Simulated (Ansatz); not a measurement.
# Localised basis functions on Y(10-11)/Al(100) interface (88 atoms)

Wanted: errors and times of a linear-scaling basis for Y(10-11)/Al(100) interface (88 atoms). A setting counts as converged where the r.m.s. difference of forces stays under 1 % of the r.m.s. force.

Method: Kohn-Sham DFT, PBE, PAW (set soft_2), plane waves, in Ansatz 0.2.0.

## Step 1: The structure

The cell holds 88 atoms: 28 Y and 60 Al. Its edges and angles: a = 12.947 Å, b = 14.332 Å, c = 22.313 Å, α = 90.0°, β = 90.0°, γ = 63.1°. It derives from Y and Al. Hcp Y(10-11), 2 repeat layers, 7 surface cells, strained -1.07 and -0.09 %; fcc Al(100), 3 layers, 20 cells, +1.09 and +0.09 %; outer planes 3.04 Å apart, 12 Å of vacuum above; not relaxed, displaced by a Gaussian of 0.02 Å. Regions: Y, 28 atoms (28 Y); Al, 60 atoms (60 Al). Vacuum lies along c.

Structure file:

```
Y Al
1.0
    12.94730    0.00000    0.00000
     6.47367   12.78607    0.00000
     0.00000    0.00000   22.31298
Y Al
28 60
Direct
  0.30458 0.44093 0.29010
  0.43158 0.72727 0.26821
  0.53956 0.72907 0.41422
  0.38746 0.58457 0.39321
  0.44456 0.15675 0.28887
  0.57547 0.44121 0.26896
  0.68422 0.44244 0.41344
  0.52968 0.29663 0.39372
  0.58846 0.86989 0.28870
  0.71525 0.15361 0.26818
  0.83105 0.15407 0.41360
  0.67056 0.01155 0.39361
  0.87758 0.29769 0.28977
  0.00089 0.58566 0.26947
  0.11430 0.58426 0.41487
  0.95828 0.43963 0.39528
  0.01667 0.01246 0.29074
  0.14370 0.29699 0.26939
  0.25896 0.29819 0.41480
  0.09976 0.15525 0.39244
  0.15758 0.72781 0.28921
  0.28653 0.01240 0.26824
  0.40269 0.01309 0.41347
  0.24044 0.87025 0.39410
  0.73115 0.58485 0.28900
  0.85706 0.87061 0.26760
  0.97430 0.86833 0.41447
  0.81364 0.72476 0.39557
  0.78250 0.95264 0.55082
  0.90760 0.00275 0.64136
  0.78070 0.95384 0.73062
  0.78329 0.15199 0.54960
  0.90972 0.20124 0.64127
  0.78341 0.15198 0.73144
  0.78435 0.34873 0.54863
  0.90975 0.40074 0.64192
  0.78195 0.35156 0.73069
  0.78039 0.55320 0.55031
  0.90733 0.59962 0.64268
  0.78261 0.55025 0.73168
  0.78401 0.75052 0.55052
  0.91074 0.79870 0.64235
  0.78152 0.75124 0.73218
  0.03099 0.05347 0.54976
  0.15849 0.09854 0.64284
  0.03118 0.05386 0.73056
  0.03589 0.25076 0.54959
  0.15595 0.30130 0.64037
  0.03452 0.25013 0.73175
  0.03037 0.45129 0.55135
  0.15922 0.49860 0.63995
  0.03254 0.44991 0.73102
  0.03423 0.64951 0.54935
  0.16017 0.70043 0.64004
  0.03235 0.64949 0.73155
  0.03530 0.85209 0.54872
  0.15693 0.90221 0.64089
  0.02973 0.85287 0.72945
  0.28217 0.95153 0.54922
  0.40858 0.00181 0.64101
  0.28338 0.95217 0.73194
  0.28366 0.14866 0.55116
  0.40902 0.20323 0.64283
  0.28532 0.15025 0.73166
  0.28549 0.34955 0.55003
  0.40748 0.40279 0.63941
  0.28389 0.34946 0.73134
  0.28453 0.55047 0.55038
  0.40532 0.60216 0.64058
  0.28661 0.54745 0.73051
  0.28073 0.75165 0.54886
  0.40584 0.80092 0.64234
  0.28056 0.75047 0.73166
  0.53438 0.04883 0.55027
  0.65485 0.10364 0.64096
  0.53559 0.04883 0.73068
  0.53684 0.24641 0.55015
  0.65835 0.30162 0.64076
  0.52878 0.25294 0.73258
  0.53288 0.45252 0.55102
  0.65469 0.49995 0.64157
  0.53280 0.45246 0.73058
  0.53363 0.65088 0.55241
  0.65654 0.70415 0.64178
  0.53132 0.65198 0.73156
  0.53537 0.85177 0.54891
  0.65614 0.90133 0.64214
  0.53330 0.85128 0.72955
```

Limits known from the start: The host structure and its lattice constant were typed by rule, without a check against the phase diagram. Beside vacuum, support functions can miss their usual error bounds without a warning.

## Step 2: Plane-wave single point

This run is the reference for what follows, at a cutoff of 420 eV.

File input.yaml:

```yaml
crystal:
  lattice:
    - [12.9473, 0.0, 0.0]
    - [6.47367, 12.78607, 0.0]
    - [0.0, 0.0, 22.31298]
  atoms:
    - { symbol: "Y", position: [0.30458, 0.44093, 0.2901] }
    - { symbol: "Y", position: [0.43158, 0.72727, 0.26821] }
    - { symbol: "Y", position: [0.53956, 0.72907, 0.41422] }
    - { symbol: "Y", position: [0.38746, 0.58457, 0.39321] }
    [... 78 atom lines left out ...]
    - { symbol: Al, position: [0.53363, 0.65088, 0.55241] }
    - { symbol: Al, position: [0.65654, 0.70415, 0.64178] }
    - { symbol: Al, position: [0.53132, 0.65198, 0.73156] }
    - { symbol: Al, position: [0.53537, 0.85177, 0.54891] }
    - { symbol: Al, position: [0.65614, 0.90133, 0.64214] }
    - { symbol: Al, position: [0.5333, 0.85128, 0.72955] }
kpoints:
  mp_grid: { grid: [2, 2, 1] }
hamiltonian:
  xc: pbe
scf:
  occupations: { method: fermi_dirac, width: 0.1 }
output:
  forces: true
  populations: intrinsic
  dos:
    method: { smearing: { sigma: 0.15 } }
    de: 0.1
    projected:
      site_lists:
        Al: [28, 29, 30, 31, 32, 33, 34, 35, 36, 37, 38, 39, 40, 41, 42, 43, 44, 45, 46, 47, 48, 49, 50, 51, 52, 53, 54, 55, 56, 57, 58, 59, 60, 61, 62, 63, 64, 65, 66, 67, 68, 69, 70, 71, 72, 73, 74, 75, 76, 77, 78, 79, 80, 81, 82, 83, 84, 85, 86, 87]
        "Y": [0, 1, 2, 3, 4, 5, 6, 7, 8, 9, 10, 11, 12, 13, 14, 15, 16, 17, 18, 19, 20, 21, 22, 23, 24, 25, 26, 27]
  eigenvalues: true
  write_density: true
  write_potential: true
  volumetric_format: npy
  elf: true
```

Launch:

```bash
$ ansatz run input.yaml --threads 8 --pin off --max-ram 15872MiB --backend cpu --events-out ev --progress --plain --runs-dir out
```

What it wrote:

```text
Engine: ansatz 0.2.0, aarch64-unknown-linux-gnu
Pseudopotentials: kind: paw
Pseudopotential: Y, paw, valence charge 11, recommended cutoff 420 eV (normal), Y.paw.azcp
Pseudopotential: Al, paw, valence charge 3, recommended cutoff 420 eV (normal), Al.paw.azcp
[... 5 lines on functional and potentials left out ...]
Crystal: 88 atoms, lattice volume = 3693.804 Å³
Basis set: ecut = 420 eV, 72153 PW (Γ), exchange–correlation on 180×192×300 points (8 copies of the dense FFT grid, shifted against one another)
Bands: 332, of which v1, the nominal top of the filled ones, is band 244 counted from 1 (243 counted from 0)
Symmetry: 1 space group operations
Space group: P1 (ITA 1), of the structure as read, at distance tolerance 1.5e-4 Å
k-points: 4
[... 5 lines on functional and potentials left out ...]
Initial density: superposition of atomic densities (neutral atoms: chi_scale 0, normalization atom), corrected by the library's trained network
Initial wavefunctions: pseudopotential atomic-orbital guess
Functional: x = pbe(κ = 0.804, μ = 0.219515), c = pbe(β = 0.066725)
SCF iter   1: F=—  HF=-139992.745499 eV  |F-HF|=—  |Δ(HF+E_count)|=         —  Δρ=7.95e-3  dr2=1.78e2  ethr=1.77e-3  ⟨swp⟩=9.8  Hψ=7915  notcnv=0
preconditioner: auto → LDOS  [metal: Δε(μ)=0.016 eV  Ē_g=4.412 eV  σ=0.100 eV  W_gap=0.04  n_scr=446 (ndim 8)  ℏωp=9.9 eV  f_vac=0.338  D(μ)=79.58/eV (n_scr^D=478)  β→1.0]
SCF iter   2: F=—  HF=-139989.658043 eV  |F-HF|=—  |Δ(HF+E_count)|=    3.09e0  Δρ=1.81e-3  dr2=1.28e0  ethr=1.77e-3  ⟨swp⟩=4.5  Hψ=1765  notcnv=0
SCF iter   3: F=—  HF=-139989.610006 eV  |F-HF|=—  |Δ(HF+E_count)|=   4.80e-2  Δρ=7.75e-4  dr2=1.09e-1  ethr=2.63e-4  ⟨swp⟩=2.0  Hψ=1761  notcnv=0
SCF iter   4: F=—  HF=-139989.603997 eV  |F-HF|=—  |Δ(HF+E_count)|=   6.01e-3  Δρ=1.79e-4  dr2=5.20e-3  ethr=2.24e-5  ⟨swp⟩=2.2  Hψ=1995  notcnv=0
SCF iter   5: F=—  HF=-139989.603979 eV  |F-HF|=—  |Δ(HF+E_count)|=   1.78e-5  Δρ=5.87e-5  dr2=3.95e-4  ethr=1.07e-6  ⟨swp⟩=2.0  Hψ=2141  notcnv=0
SCF iter   6: F=—  HF=-139989.604002 eV  |F-HF|=—  |Δ(HF+E_count)|=   2.22e-5  Δρ=2.22e-5  dr2=7.40e-5  ethr=8.09e-8  ⟨swp⟩=3.0  Hψ=2216  notcnv=0
SCF iter   7: F=—  HF=-139989.603307 eV  |F-HF|=—  |Δ(HF+E_count)|=   6.95e-4  Δρ=8.80e-6  dr2=9.88e-6  ethr=1.52e-8  ⟨swp⟩=2.0  Hψ=2180  notcnv=0
SCF iter   8: F=—  HF=-139989.603307 eV  |F-HF|=—  |Δ(HF+E_count)|=   6.15e-7  Δρ=3.16e-6  dr2=1.17e-6  ethr=2.02e-9  ⟨swp⟩=2.5  Hψ=2198  notcnv=0
SCF iter   9: F=—  HF=-139989.603307 eV  |F-HF|=—  |Δ(HF+E_count)|=   3.24e-7  Δρ=1.08e-6  dr2=1.06e-7  ethr=2.40e-10  ⟨swp⟩=2.5  Hψ=2226  notcnv=0
SCF iter  10: F=-139989.603307 eV  HF=-139989.603308 eV  |F-HF|=7.07e-9  |Δ(HF+E_count)|=   1.87e-8  Δρ=4.29e-7  dr2=1.92e-8  ethr=2.05e-11  ⟨swp⟩=27.5  Hψ=11262  notcnv=0
SCF 1 converged in 10 iterations: F = -139989.603307 eV  dr2 = 1.92e-8
  greatest PAW one-centre occupation: 0.994 electrons in one spin orbital (limit 2), on the Y atom at site 9 (counted from 0), in its partial waves of l = 0
WARN: The output density's exchange-correlation potential varies sharply where the density is thin. Do not read a vacuum level from v_tot or v_xc, or from such a field of the output density. On a cell that repeats whose density bears no net charge and no dipole along the vacuum's axis use v_es (v_loc + v_h of the components); [...]
SCF converged after 10 iterations
Free energy (F): -139989.603307 eV
Harris-Foulkes:  -139989.603308 eV  (|F-HF|=7.07e-9)
Internal energy: -139987.088195 eV  (E = F + TS)
E sigma→0 (E₀):  -139988.345751 eV
Entropy (-TS):   -2.515113 eV (-28.581 meV/atom)
Fermi energy:    2.787640 eV
--- Per-component energies (eV) ---
  E_band       = -5726.818751
  E_kinetic    = 9744.635754
  E_local      = -121924.924186  (includes V_loc(G=0)·N_el)
  E_nonlocal   = 2032.932023
  E_hartree    = 56657.710919
  E_xc         = -7145.938598
  E_vxc        = -7188.484575  (∫ρ·V_xc dr)
  E_paw        = -107144.643053  (= ΣΔE_a)
  E_vpaw       = -1706.393713  (= ΣTr[D̂ρ^β])
  E_aug_tail   = -0.000038  (compensation charges beyond the density's cutoff)
  E_ewald      = 27793.138983
  E_smearing   = -2.515113  (= −TS)
  E_closure    = -0.000000  (closes the sum)
  Σ components = -139989.603307   (vs F -139989.603307, Δ=0.00e0)
--- Forces (eV/Å), atoms counted from 1 ---
  atom   1  Y     -0.12197024     0.02767429     0.32710007
  atom   2  Y     -0.09224893    -0.00827669     0.50689083
  atom   3  Y      0.37714660     0.06822042     0.19782867
  atom   4  Y     -0.32038481     0.02650067     0.44624995
  atom   5  Y     -0.07275094    -0.06972408     0.35780496
  atom   6  Y     -0.04724669    -0.04107658     0.45957094
  atom   7  Y      0.32390687     0.13434529     0.34171292
  atom   8  Y     -0.15667320     0.12315985     0.24930128
  atom   9  Y     -0.03562718     0.00717923     0.36942106
  atom  10  Y      0.09404427     0.07071985     0.52760676
  atom  11  Y      0.34467617     0.08782899    -0.05008326
  atom  12  Y     -0.10204257     0.03504043     0.33759495
  atom  13  Y     -0.24058917     0.01905682     0.30588920
  atom  14  Y     -0.00756593    -0.06518935     0.52900424
[...]
atom  87  Al     0.16182526    -0.05998958    -0.32866079
  atom  88  Al    -0.11432040    -0.00145097     0.32981632
  max |Σ_I F_I| component: 5.16e-5 eV/Å
--- Band table (eV) ---
  k-point 0: bands = ["-40.4494", "-40.4395", "-40.4285", "-40.4268", [... 316 levels ...], "4.5658", "4.5840", "4.6052", "4.6306", "4.6423", "4.6782", "4.7625", "4.7838", "4.8320", "4.8455", "4.8535", "4.8742"]
[...]
--- intrinsic populations: 88 sites ---
  site symbol       q [e]
     0      Y     10.9517
     1      Y     10.9680
     2      Y     10.8255
[...]
87     Al      3.0345
  spilling = 0.000000 (of n_electrons = 488.000000)
```

Wall time 4.4 min (8 threads of Arm Neoverse N1, shared host); peak memory 13 GiB.

The column dr2 measures how far the density is from self-consistency, as an energy; F and HF (Harris–Foulkes) agree once it is small.

The program notes that it cut back its work space to fit the memory limit and the exchange-correlation potential is rough where the density is thin.

Numbers from this run:

```
free energy                             : -139989.6033 eV
free energy per atom                    : -1590.7909 eV/atom
SCF cycles                              : 10
r.m.s. force component                  : 0.2213 eV/Å
longest force                           : 0.7787 eV/Å
Fermi energy                            : 2.788 eV
levels partly filled by over 2 per cent : 118
```

The r.m.s. force component of 0.22 eV/Å sets the scale for the differences below.

## Step 3: Support functions medium

The cell is solved in localised support functions.

This step: Kohn-Sham DFT, PBE, PAW (set soft_2), localised support functions (medium) (Ansatz 0.2.0).

input.yaml, the sections that differ from step 2:

```yaml
scf:
  occupations: { method: fermi_dirac, width: 0.1 }
  eigensolver: { kind: { support_functions: { accuracy: medium } } }
  mixing: { beta: 0.2 }
  max_iter: 150
output:
  forces: true
# crystal, kpoints, hamiltonian: as in step 2
```

What it wrote:

```text
Warning: scf.eigensolver.kind.support_functions: disabling space-group detection — the functions' gradient is summed over unrotated k-points, so no spatial operation reduces the k-mesh or symmetrises the density; time reversal is kept, so that k and −k are solved as one point where they differ and the mesh holds both, and exact exchange and, on two spinor components, a DFT+U term hold to it where the run has them: [...]
settings of this run that can trade accuracy for cost: scf.eigensolver.kind.support_functions [...]
[...]
Crystal: 88 atoms, lattice volume = 3693.804 Å³
Basis set: ecut = 420 eV, 72153 PW (Γ), exchange–correlation on 180×192×300 points (8 copies of the dense FFT grid, shifted against one another)
Bands: 293, of which v1, the nominal top of the filled ones, is band 244 counted from 1 (243 counted from 0)
Symmetry: 1 space group operations
k-points: 4
[...]
SCF iter   1: F=—  HF=-139979.032990 eV  |F-HF|=—  |Δ(HF+E_count)|=         —  Δρ=1.68e-2  dr2=2.07e2  ethr=1.00e-1
[...]
SCF iter  24: F=—  HF=-139989.643430 eV  |F-HF|=—  |Δ(HF+E_count)|=   1.68e-6  Δρ=4.60e-6  dr2=1.94e-6  ethr=1.23e-9  κ⁻¹=3.5e-6(r=7)
SCF iter  25: F=-139989.643430 eV  HF=-139989.643430 eV  |F-HF|=2.59e-7  |Δ(HF+E_count)|=   2.61e-8  Δρ=2.56e-6  dr2=4.28e-7  ethr=3.98e-10
SCF 1 converged in 25 iterations: F = -139989.650875 eV  dr2 = 4.28e-7
[...]
SCF converged after 25 iterations
Stability not checked: this state was not tested for a lower state beside it, because the mixer in use, unlike msr1, does not test its closes by its own steps (another_mixer; see scf.mixing.algorithm and scf.lower_state_search)
Free energy (F): -139989.650875 eV
[...]
Internal energy: -139987.137143 eV  (E = F + TS)
E sigma→0 (E₀):  -139988.394009 eV
Entropy (-TS):   -2.513731 eV (-28.565 meV/atom)
Fermi energy:    2.787746 eV
[...]
Σ components = -139989.650875   (vs F -139989.650875, Δ=0.00e0)
--- Forces (eV/Å), atoms counted from 1 ---
  atom   1  Y     -0.12173784     0.02778507     0.32638972
  atom   2  Y     -0.09249028    -0.00827225     0.50632345
  atom   3  Y      0.37732601     0.06826388     0.19869360
  atom   4  Y     -0.32069072     0.02642853     0.44638620
[...]
atom  88  Al    -0.11439892    -0.00141091     0.32924882
  max |Σ_I F_I| component: 6.70e-3 eV/Å
--- Band table (eV) ---
[...]
guard bands above this table: 5 of the run's 293 bands (output.publish_guard_bands: true publishes all)
[...]
```

It took 4.3 min on 8 threads; peak memory 4.9 GiB; 34 min of CPU time.

The program notes that the band table was not solved further than the SCF left it and it switched symmetry off.

Keys that differ from the reference: support_functions.accuracy = "medium", scf.max_iter = 150 and scf.mixing.beta = 0.2.

Forces differ from the reference by 0.33 meV/Å r.m.s., 0.15 % of their size, well within a tolerance of 1 %; the energy by -0.54 meV/atom.

## Step 4: Support functions low

The cell is solved in localised support functions.

This step: Kohn-Sham DFT, PBE, PAW (set soft_2), localised support functions (low) (Ansatz 0.2.0).

input.yaml, the sections that differ from step 3:

```yaml
scf:
  occupations: { method: fermi_dirac, width: 0.1 }
  eigensolver: { kind: { support_functions: { accuracy: low } } }
  mixing: { beta: 0.2 }
  max_iter: 150
# crystal, kpoints, hamiltonian, output: as in step 3
```

What it wrote:

```text
[...]
Crystal: 88 atoms, lattice volume = 3693.804 Å³
Basis set: ecut = 420 eV, 72153 PW (Γ), exchange–correlation on 180×192×300 points (8 copies of the dense FFT grid, shifted against one another)
Bands: 293, of which v1, the nominal top of the filled ones, is band 244 counted from 1 (243 counted from 0)
Symmetry: 1 space group operations
k-points: 4
[...]
SCF iter   1: F=—  HF=-139979.142520 eV  |F-HF|=—  |Δ(HF+E_count)|=         —  Δρ=1.68e-2  dr2=2.06e2  ethr=1.00e-1
[...]
SCF iter  21: F=—  HF=-139989.642706 eV  |F-HF|=—  |Δ(HF+E_count)|=   3.01e-4  Δρ=2.34e-5  dr2=8.62e-5  ethr=4.62e-8  κ⁻¹=1.1e-5(r=7)
SCF iter  22: F=-139989.642968 eV  HF=-139989.642969 eV  |F-HF|=4.68e-7  |Δ(HF+E_count)|=   2.63e-4  Δρ=1.18e-5  dr2=1.29e-5  ethr=1.77e-8
SCF 1 converged in 22 iterations: F = -139989.650862 eV  dr2 = 1.29e-5
[...]
SCF converged after 22 iterations
[...]
Free energy (F): -139989.650862 eV
[...]
Internal energy: -139987.137196 eV  (E = F + TS)
E sigma→0 (E₀):  -139988.394029 eV
Entropy (-TS):   -2.513665 eV (-28.564 meV/atom)
Fermi energy:    2.787644 eV
[...]
Σ components = -139989.650862   (vs F -139989.650862, Δ=0.00e0)
--- Forces (eV/Å), atoms counted from 1 ---
  atom   1  Y     -0.12189327     0.02772572     0.32623373
  atom   2  Y     -0.09199782    -0.00835752     0.50635364
  atom   3  Y      0.37743636     0.06827919     0.19842779
  atom   4  Y     -0.32076969     0.02642231     0.44624199
[...]
atom  88  Al    -0.11438725    -0.00138293     0.32932387
  max |Σ_I F_I| component: 9.41e-3 eV/Å
--- Band table (eV) ---
[...]
```

The job ended after 4.1 min (8 threads; peak memory 4.8 GiB; 31 min of CPU time).

Keys that differ from the reference: support_functions.accuracy = "low", scf.max_iter = 150 and scf.mixing.beta = 0.2.

Forces differ from the reference by 0.34 meV/Å r.m.s., 0.15 % of their size, well within a tolerance of 1 %; the energy by -0.54 meV/atom.

## Step 5: Support functions high

The cell is solved in localised support functions.

This step: Kohn-Sham DFT, PBE, PAW (set soft_2), localised support functions (high) (Ansatz 0.2.0).

input.yaml, the sections that differ from step 4:

```yaml
scf:
  occupations: { method: fermi_dirac, width: 0.1 }
  eigensolver: { kind: { support_functions: { accuracy: high } } }
  mixing: { beta: 0.2 }
  max_iter: 150
# crystal, kpoints, hamiltonian, output: as in step 4
```

What it wrote:

```text
[...]
Crystal: 88 atoms, lattice volume = 3693.804 Å³
Basis set: ecut = 420 eV, 72153 PW (Γ), exchange–correlation on 180×192×300 points (8 copies of the dense FFT grid, shifted against one another)
Bands: 293, of which v1, the nominal top of the filled ones, is band 244 counted from 1 (243 counted from 0)
Symmetry: 1 space group operations
k-points: 4
[...]
SCF iter   1: F=—  HF=-139984.105265 eV  |F-HF|=—  |Δ(HF+E_count)|=         —  Δρ=1.71e-2  dr2=2.18e2  ethr=1.00e-1
[...]
SCF iter  34: F=—  HF=-139989.635798 eV  |F-HF|=—  |Δ(HF+E_count)|=   2.28e-5  Δρ=8.60e-8  dr2=9.10e-10  ethr=1.00e-12  κ⁻¹=2.8e-5(r=7)
SCF iter  35: F=-139989.635820 eV  HF=-139989.635820 eV  |F-HF|=1.46e-10  |Δ(HF+E_count)|=   2.17e-5  Δρ=5.50e-8  dr2=2.72e-10  ethr=1.00e-12
SCF 1 converged in 35 iterations: F = -139989.636998 eV  dr2 = 2.72e-10
[...]
SCF converged after 35 iterations
[...]
Free energy (F): -139989.636998 eV
[...]
Internal energy: -139987.122181 eV  (E = F + TS)
E sigma→0 (E₀):  -139988.379589 eV
Entropy (-TS):   -2.514818 eV (-28.577 meV/atom)
Fermi energy:    2.787568 eV
[...]
Σ components = -139989.636998   (vs F -139989.636998, Δ=0.00e0)
--- Forces (eV/Å), atoms counted from 1 ---
  atom   1  Y     -0.12188758     0.02767236     0.32694911
  atom   2  Y     -0.09234286    -0.00830552     0.50663352
  atom   3  Y      0.37713356     0.06818780     0.19757361
  atom   4  Y     -0.32042602     0.02648470     0.44614479
[...]
atom  88  Al    -0.11432622    -0.00142799     0.32908150
  max |Σ_I F_I| component: 5.53e-3 eV/Å
--- Band table (eV) ---
[...]
```

The job ended after 15 min (8 threads; peak memory 7.3 GiB; 1.9 h of CPU time).

Keys that differ from the reference: support_functions.accuracy = "high", scf.max_iter = 150 and scf.mixing.beta = 0.2.

Forces differ from the reference by 0.31 meV/Å r.m.s., 0.14 % of their size, well within a tolerance of 1 %; the energy by -0.38 meV/atom. It took roughly 3.3 times the reference's time (one timing each, with unlike analyses asked), in 35 cycles against 10.

(Part 1 of 3 ends here.)

[Long decimals in the printed logs are rounded to 6 places.]

[Logs are printed without paths, hosts, clocks, repeated set-up lines and the standing remarks that a program may print on its own settings, such as how far it seeks lower states.]

[Hosts, paths, dates, database ids (printed as entryN), source tags and the programs' standing remarks are cut or masked in the printed files.]
